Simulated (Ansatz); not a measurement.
# SrB4 (built on the sites of a database entry of SrIn4): from the cell to its phonons, part 2 of 3

Aim: the vibrations of SrB4 (built on the sites of a database entry of SrIn4), their spectra, and whether the structure is stable.

Ansatz 0.2.0; DFT PBEsol, scalar-relativistic, plane waves, PAW.

So far. Step 4 (Relaxing to small forces for the phonons): The largest force component left is 0.56 meV/Å and the pressure is 0.001 GPa, within the tolerances set. The cell now holds 10.41 Å³/atom. The relaxed cell has a = 3.146, c = 10.522 Å (conventional setting).

The structure was built from a prototype and need not be the compound's stable phase.

## 5. Linear response at the zone centre

The zone centre comes first: it holds the modes that light can see, as far as symmetry allows. No field response is asked, since the mesh shows no gap.

File input.yaml:

```yaml
crystal:
  lattice:
    - [-1.5728358157, 1.5728358157, 5.2610765084]
    - [1.5728358157, -1.5728358157, 5.2610765084]
    - [1.5728358157, 1.5728358157, -5.2610765084]
  atoms:
    - { symbol: Sr, position: [0.0, 0.0, 0.0] }
    - { symbol: B, position: [0.25, 0.75, 0.5] }
    - { symbol: B, position: [0.75, 0.25, 0.5] }
    - { symbol: B, position: [0.3339941831, 0.3339941831, 0.0] }
    - { symbol: B, position: [0.6660058169, 0.6660058169, 0.0] }
kpoints:
  mp_grid: { grid: [16, 16, 16] }
hamiltonian:
  xc: pbesol
scf:
  occupations: { method: methfessel_paxton, width: 0.2 }
output:
  eigenvalues: true
phonons:
  method: dfpt
```

On the command line:

```sh
ansatz run input.yaml --threads 8 --pin off --max-ram 14336MiB --backend cpu --events-out ev --progress --plain --runs-dir out
```

Numbers of over 12 decimals in the logs are rounded to 6 here.

Log:

```text
zone centre: on kpoints.mp_grid the ground state, and the responses unless they are solved on pairs of k-points, stand on 621 of the mesh's 4096 k-points, reduced under 4 symmetry operations, with k and −k counted as one. Each operation leaves every solved displacement unchanged or reverses it
[...]
Crystal: 5 atoms, lattice volume = 52.060 Å³
Basis set: ecut = 420 eV, 1037 PW (Γ), exchange–correlation on 80×80×80 points (8 copies of the dense FFT grid, shifted against one another)
Bands: 16, of which v1, the nominal top of the filled ones, is band 11 counted from 1 (10 counted from 0)
Symmetry: 16 space group operations
k-points: 621 of 4096 (irreducible under 4 space group operations, time reversal used)
[...]
SCF iter   1: F=—  HF=-4101.566258 eV  |F-HF|=—  |Δ(HF+E_count)|=         —  Δρ=5.47e-3  dr2=1.52e-2  ethr=1.77e-3  ⟨swp⟩=7.1  Hψ=66911  notcnv=0
[...]
SCF iter   9: F=-4101.562798 eV  HF=-4101.562798 eV  |F-HF|=1.09e-11  |Δ(HF+E_count)|=    0.00e0  S|Δr|=    0.00e0  Δρ=6.52e-8  dr2=9.97e-12  ethr=1.00e-12  ⟨swp⟩=7.0  Hψ=48662  notcnv=0
[...]
SCF 1 converged in 9 iterations: F = -4101.562798 eV  dr2 = 9.97e-12
[...]
DFPT response loops at Γ: preconditioner auto → Kerker (q_TF=auto, 2.363 Å⁻¹) (partly filled bands, converged f_vac=0.000); β = 1.00, the filter's whole step (`scf.mixing.beta` (0.50) is not read by the response loops under this deck's `scf.mixing.preconditioner`; to damp them name `kerker` or `kerker_dos`, under which they read `scf.mixing.beta`, and type it under 1.00, their step now; both keys bind the ground state too); Broyden in place of MSR1
SCF converged after 9 iterations
[...]
Free energy (F): -4101.562798 eV
[...]
Internal energy: -4101.561867 eV  (E = F + TS)
E sigma→0 (E₀):  -4101.562565 eV
Entropy (-TS):   -0.000930 eV (-0.186 meV/atom)
Fermi energy:    11.236916 eV
[...]
--- Band table (eV; the first three rows and the last of 621) ---
  k-point 0: bands = [... 7 lower, 6.0054, 7.3542, 11.8692, 11.8718, 12.5150, 12.9726, 12.9726, 15.4009, ... 1 higher]
  k-point 1: bands = [... 7 lower, 5.8867, 7.5343, 11.4801, 12.2398, 12.5913, 12.7185, 13.3641, 15.5361, ... 1 higher]
  k-point 2: bands = [... 7 lower, 5.6767, 8.0071, 10.7789, 11.6044, 13.0638, 13.1954, 14.1425, 15.8621, ... 1 higher]
  k-point 620: bands = [... 7 lower, 6.1467, 10.2392, 10.8688, 10.9749, 12.0865, 12.5131, 12.5131, 14.2898, ... 1 higher]
--- Phonons (Γ-DFPT): 6 representative perturbations + reference, on 621 of 4096 k-points (Σ response iterations 18) ---
  k mesh reduced under 4 symmetry operations, with k and −k counted as one. Each operation leaves every solved displacement unchanged or reverses it
  ASR residual: 2.269e-5 → 0.000e0 eV/Å²; symmetrization residual: 8.380e-7 eV/Å²
  ASR residual per site (eV/Å²): 2.27e-5 1.12e-5 1.12e-5 2.76e-6 2.76e-6
  Γ frequencies (cm⁻¹): -449.69 -449.69 0.00 0.00 0.00 212.24 230.80 230.80 254.97 596.42 634.60 667.47 667.47 747.59 747.59
  non-analytic LO–TO correction: not included (Born effective charges unavailable; polar crystals: no LO–TO splitting at Γ)
```

Wall time 72 s (8 threads of Arm Neoverse V1, shared host); peak memory 1.9 GiB.

In the SCF lines HF is the Harris–Foulkes energy and dr2 the Hartree energy of the density residual, in eV; the loop may stop once dr2 is under the threshold and the program's other checks hold. Hψ counts applications of the Hamiltonian.

This step gave:

* sum-rule residual before enforcement: 2.27e-5 eV/Å²
* point group: 4/mmm
* highest optical mode at the zone centre (no LO-TO term): 747.6 cm⁻¹
* lowest optical zone-centre mode: -449.7 cm⁻¹

Patterns of degenerate modes are one choice out of their space. Modes at Γ, with each element's share of the kinetic energy (negative means imaginary):

| mode | frequency (cm⁻¹) | symmetry | Sr % | B % |
| --- | --- | --- | --- | --- |
| 1 | -449.7 | Eg | 0 | 100 |
| 2 | -449.7 | Eg | 0 | 100 |
| 3 | 0.0 | acoustic | 67 | 33 |
| 4 | 0.0 | acoustic | 67 | 33 |
| 5 | 0.0 | acoustic | 67 | 33 |
| 6 | 212.2 | A2u | 33 | 67 |
| 7 | 230.8 | Eu | 33 | 67 |
| 8 | 230.8 | Eu | 33 | 67 |
| 9 | 255.0 | B1g | 0 | 100 |
| 10 | 596.4 | A1g | 0 | 100 |
| 11 | 634.6 | A2u | 0 | 100 |
| 12 | 667.5 | Eu | 0 | 100 |
| 13 | 667.5 | Eu | 0 | 100 |
| 14 | 747.6 | Eg | 0 | 100 |
| 15 | 747.6 | Eg | 0 | 100 |

Displacements in mode 1 (-449.7 cm⁻¹), the largest set to 1:
```
Sr1  0.00  0.00  0.00
B2   1.00 -0.31  0.00
B3  -1.00  0.31  0.00
B4   0.78  0.24  0.00
B5  -0.78 -0.24  0.00
```

Displacements in mode 9 (255.0 cm⁻¹), the largest set to 1:
```
Sr1  0.00  0.00  0.00
B2   0.00  0.00 -1.00
B3   0.00  0.00  1.00
B4   0.00  0.00  0.00
B5   0.00  0.00  0.00
```

Before it was imposed, the acoustic sum rule was missed by 2.3e-5 eV/Å². Small misses are needed for a sound result but don't prove that mesh and cutoff are converged. The lowest optical mode is imaginary, 449.7i cm⁻¹, so the energy falls along it.

## 6. The dispersion

Stability and thermal properties need the whole zone. Linear response on a 2×2×2 q mesh gives force constants as far as a supercell of that size would.

input.yaml, as its differences from that of step 5:

```diff
@@ -21 +21,10 @@
   method: dfpt
+  qmesh: [2, 2, 2]
+  temperatures: { t_max: 1000, t_step: 50 }
+  qpath:
+    path:
+      - [[0.0, 0.0, 0.0], [0.0, 0.0, 0.5], [0.25, 0.25, 0.25], [0.0, 0.5, 0.0], [0.0, 0.0, 0.0], [0.5, 0.5, -0.5], [0.27234383, 0.72765617, -0.27234383]]
+      - [[-0.27234383, 0.27234383, 0.27234383], [0.0, 0.0, 0.0]]
+      - [[0.0, 0.0, 0.5], [-0.04468765, 0.04468765, 0.5]]
+      - [[0.5, 0.5, -0.04468765], [0.5, 0.5, -0.5]]
+    npoints: 10
```

Log:

```text
Warning: phonons: the dynamical matrix that this run interpolates holds no multipole term above the dipole-dipole one, and a site of this crystal is no centre of inversion, so its interpolated transverse optical and acoustic branches and sound speeds can stay off near Gamma, and the density of states and the thermodynamics with them. What a run solves at a wave vector of phonons.qpoints, Gamma apart, where the deck admits one, is free of this, and under fd what a larger phonons.supercell samples
[...]
Crystal: 5 atoms, lattice volume = 52.060 Å³
Basis set: ecut = 420 eV, 1037 PW (Γ), exchange–correlation on 80×80×80 points (8 copies of the dense FFT grid, shifted against one another)
Bands: 16, of which v1, the nominal top of the filled ones, is band 11 counted from 1 (10 counted from 0)
Symmetry: 16 space group operations
k-points: 349 of 4096
[...]
SCF iter   1: F=—  HF=-4101.566248 eV  |F-HF|=—  |Δ(HF+E_count)|=         —  Δρ=5.47e-3  dr2=1.52e-2  ethr=1.77e-3  ⟨swp⟩=7.1  Hψ=37408  notcnv=0
[...]
SCF iter   9: F=-4101.562798 eV  HF=-4101.562798 eV  |F-HF|=7.28e-12  |Δ(HF+E_count)|=  9.09e-13  S|Δr|=    0.00e0  Δρ=6.47e-8  dr2=9.81e-12  ethr=1.00e-12  ⟨swp⟩=7.1  Hψ=27492  notcnv=0
[...]
SCF 1 converged in 9 iterations: F = -4101.562798 eV  dr2 = 9.81e-12
[...]
SCF iter   5: F=-4101.562798 eV  HF=-4101.562798 eV  |F-HF|=2.73e-12  |Δ(HF+E_count)|=  5.46e-12  S|Δr|=    0.00e0  Δρ=1.48e-7  dr2=6.81e-12  ethr=1.00e-12  ⟨swp⟩=3.7  Hψ=18514  notcnv=0
SCF 2 converged in 5 iterations: F = -4101.562798 eV  dr2 = 6.81e-12
phonons: the bands overlap, so this run is a metal and interpolates without the dipole-dipole term. If the crystal is really an insulator or semiconductor, its LO-TO splitting is missing
NSCF: frozen V_eff on 349 k-points
WARN: eigensolver did not converge in 47 slots of this pass, the one above among them; of largest residual over every band (k=241): 1 band(s) unlocked (lowest unlocked band 15, counted from 0; max residual 8.30e-5 eV among the unlocked bands, 8.30e-5 eV over every band); of lowest unlocked band (k=8): band 15
[...]
DFPT response loops at q = (0, 0, 0) (fractional): preconditioner auto → Kerker (q_TF=auto, 2.363 Å⁻¹) (partly filled bands, converged f_vac=0.000); β = 1.00, the filter's whole step (`scf.mixing.beta` (0.50) is not read by the response loops under this deck's `scf.mixing.preconditioner`; to damp them name `kerker` or `kerker_dos`, under which they read `scf.mixing.beta`, and type it under 1.00, their step now; both keys bind the ground state too); Broyden in place of MSR1
[...]
SCF converged after 9 iterations
[...]
Free energy (F): -4101.562798 eV
[...]
Internal energy: -4101.561867 eV  (E = F + TS)
E sigma→0 (E₀):  -4101.562565 eV
Entropy (-TS):   -0.000930 eV (-0.186 meV/atom)
Fermi energy:    11.236916 eV
[...]
--- Band table (eV; the first three rows and the last of 349) ---
  k-point 0: bands = [... 7 lower, 6.0054, 7.3542, 11.8692, 11.8718, 12.5150, 12.9726, 12.9726, 15.4009, ... 1 higher]
  k-point 1: bands = [... 7 lower, 5.8867, 7.5343, 11.4801, 12.2398, 12.5913, 12.7185, 13.3641, 15.5361, ... 1 higher]
  k-point 2: bands = [... 7 lower, 5.6767, 8.0071, 10.7789, 11.6044, 13.0638, 13.1954, 14.1425, 15.8621, ... 1 higher]
  k-point 348: bands = [... 7 lower, 6.1467, 10.2392, 10.8688, 10.9749, 12.0865, 12.5131, 12.5131, 14.2898, ... 1 higher]
--- Phonons (Γ-DFPT): 6 representative perturbations + reference (Σ response iterations 18) ---
  ASR residual: 2.099e-5 → 0.000e0 eV/Å²; symmetrization residual: 5.684e-7 eV/Å²
  ASR residual per site (eV/Å²): 2.10e-5 9.99e-6 9.99e-6 3.74e-6 3.74e-6
[...]
--- Phonons (arbitrary-q DFPT): 4 irreducible q on the 2×2×2 mesh ---
  q = [0.0000, 0.0000, 0.0000] (star 1, of the zone-centre solve; hermiticity 9.99e-8, symmetrization 9.52e-15): -449.69 -449.69 -0.00 0.00 0.00 212.24 230.80 230.80 254.97 596.42 634.60 667.47 667.47 747.59 747.59
  q = [0.0000, 0.0000, -0.5000] (star 2, 6 solved perturbations in 5157 linear systems a pass and spin channel, the states on 1098 of 4096 k-point pairs; hermiticity 2.82e-7, symmetrization 1.11e-7): 61.18 149.11 160.39 180.59 182.64 406.72 414.17 555.18 557.32 569.86 571.20 602.74 625.00 684.60 687.96
  q = [0.0000, -0.5000, 0.0000] (star 4, 9 solved perturbations on 1098 of 4096 k-point pairs; hermiticity 1.54e-6, symmetrization 7.68e-7): -275.58 -244.91 66.17 118.12 154.20 254.25 283.94 329.07 353.55 582.85 599.94 672.03 687.54 688.27 694.79
[...]
sum rule: each row above includes the acoustic sum rule's correction from the zone centre's row sums; it moved no ω² by more than (0.50 cm⁻¹)²
  mesh force constants: q→R imaginary residual 1.35e-17; ASR residual 2.099e-5 → 0.000e0 eV/Å²; symmetrization residual 7.105e-15 eV/Å²
  interpolated dispersion: 94 rows × 15 modes
  density of states and harmonic sums: on the 20×20×28 q-mesh, interpolated from the force constants of a 2×2×2 supercell (no non-analytic term)
  largest difference from the sums on the solved wave vectors: F 4.93e-2 eV, S 5.87e-5 and C_V 2.16e-5 eV/K
  zero-point energy: 0.344946 eV/cell   skipped modes (ω ≤ 0): 4670, of them read as no rigid motion or as one in doubt: 4667 (1.757e0 modes/cell left out, lowest -459.53 cm⁻¹)   left out of the sums: 1.17e-1 of the cell's modes: C_V's classical limit lies that fraction below 3 k_B per atom; for a crystal, a wire or a layer, F and S can be off by more, and a phonons.interpolated_qmesh denser along its periods is the remedy for the sampling
```

Wall time 6.2 min (8 threads); peak memory 2.5 GiB; 48 min of CPU time.

This step gave:

```
sum-rule residual before enforcement                    : 2.10e-5 eV/Å²
lowest frequency on the path                            : -459.5 cm⁻¹
highest frequency on the path or at a solved wavevector : 751.9 cm⁻¹
lowest mode on the q mesh (acoustic modes at Γ apart)   : -459.5 cm⁻¹
```

Frequencies (cm⁻¹) solved at each irreducible wavevector; negative means imaginary. Frequencies by wavevector, by row:

| q in reciprocal lattice units | star | mode 1 | mode 2 | mode 3 | mode 4 | mode 13 | mode 14 | mode 15 |
| --- | --- | --- | --- | --- | --- | --- | --- | --- |
| 0 0 0 | 1 | -449.7 | -449.7 | 0 | 0 | 667.5 | 747.6 | 747.6 |
| 0 0 -0.5 | 2 | 61.2 | 149.1 | 160.4 | 180.6 | 625 | 684.6 | 688 |
| 0 -0.5 0 | 4 | -275.6 | -244.9 | 66.2 | 118.1 | 687.5 | 688.3 | 694.8 |
| -0.5 -0.5 -0.5 | 1 | -459.5 | -459.5 | 128.4 | 128.5 | 687.2 | 749.1 | 749.1 |

Interpolated from a 2×2×2 q mesh, rough between the solved points. The phonon branches at the labelled points (cm⁻¹):

| point | branch 1 | branch 2 | branch 3 | branch 4 | branch 12 | branch 13 | branch 14 | branch 15 |
| --- | --- | --- | --- | --- | --- | --- | --- | --- |
| Γ | -450 | -450 | 0 | 0 | 668 | 668 | 748 | 748 |
| halfway | -252 | 102 | 107 | 131 | 668 | 684 | 707 | 723 |
| X | 61 | 149 | 160 | 181 | 603 | 625 | 685 | 688 |
| halfway | 66 | 139 | 164 | 179 | 600 | 627 | 685 | 688 |
| P | 71 | 130 | 172 | 172 | 598 | 629 | 686 | 686 |
| halfway | -105 | -102 | 116 | 148 | 640 | 661 | 695 | 697 |
| N | -276 | -245 | 66 | 118 | 672 | 688 | 688 | 695 |
| halfway | -401 | -191 | -51 | 99 | 670 | 679 | 728 | 736 |
| Γ | -450 | -450 | 0 | 0 | 668 | 668 | 748 | 748 |
| halfway | -455 | -455 | 81 | 81 | 665 | 667 | 748 | 748 |
| M | -460 | -460 | 128 | 128 | 663 | 687 | 749 | 749 |
| halfway | -415 | -251 | 87 | 116 | 667 | 672 | 732 | 747 |
| S | -290 | -230 | 76 | 118 | 664 | 685 | 698 | 698 |
| jump to S0 | -290 | -230 | 76 | 118 | 664 | 685 | 698 | 698 |
| halfway | -392 | -114 | -74 | 106 | 672 | 680 | 725 | 731 |
| Γ | -450 | -450 | 0 | 0 | 668 | 668 | 748 | 748 |
| jump to X | 61 | 149 | 160 | 181 | 603 | 625 | 685 | 688 |
| halfway | 60 | 142 | 165 | 180 | 603 | 627 | 685 | 688 |
| R | 57 | 129 | 172 | 180 | 603 | 632 | 688 | 688 |
| jump to G′ | 57 | 129 | 172 | 180 | 603 | 632 | 688 | 688 |
| halfway | -294 | -63 | 34 | 139 | 664 | 680 | 725 | 728 |
| M | -460 | -460 | 128 | 128 | 663 | 687 | 749 | 749 |

The phonon density of states has structure finer than the step of the table below, so its rows give means over 50 cm⁻¹, whole bins alone (the curve runs from -465 to 755 cm⁻¹). Peaks (cm⁻¹: height): 125.0: 0.0405, 285.0: 0.0273, 585.0: 0.0234, 615.0: 0.0381, 685.0: 0.0612.

Tetrahedra on a 20×20×28 mesh, mean over bins of 10 cm-1. Interpolated from a 2×2×2 q mesh, rough between the solved points. Phonon density of states against wavenumber; means over each step:

wavenumber (cm⁻¹), phonon density of states (1/cm⁻¹/cell) and a bar:
```
     -400     0.0038 #
     -350     0.0039 #
     -300     0.0040 #
     -250     0.0037 #
     -200     0.0039 #
     -150     0.0040 #
     -100     0.0046 ##
      -50     0.0040 #
        0     0.0027 
       50     0.0079 ####
      100     0.0199 ##############
      150     0.0316 #######################
      200     0.0164 ###########
      250     0.0173 ############
      300     0.0213 ###############
      350     0.0143 ##########
      400     0.0081 #####
      450     0.0034 #
      500     0.0024 
      550     0.0137 #########
      600     0.0255 ###################
      650     0.0295 ######################
      700     0.0397 ##############################
```

[end of part 2 of 3]

[Logs are printed without paths, hosts, clocks, repeated set-up lines and the standing remarks that a program may print on its own settings, such as how far it seeks lower states.]

[Hosts, paths, dates, database ids (printed as entryN), source tags and the programs' standing remarks are cut or masked in the printed files.]
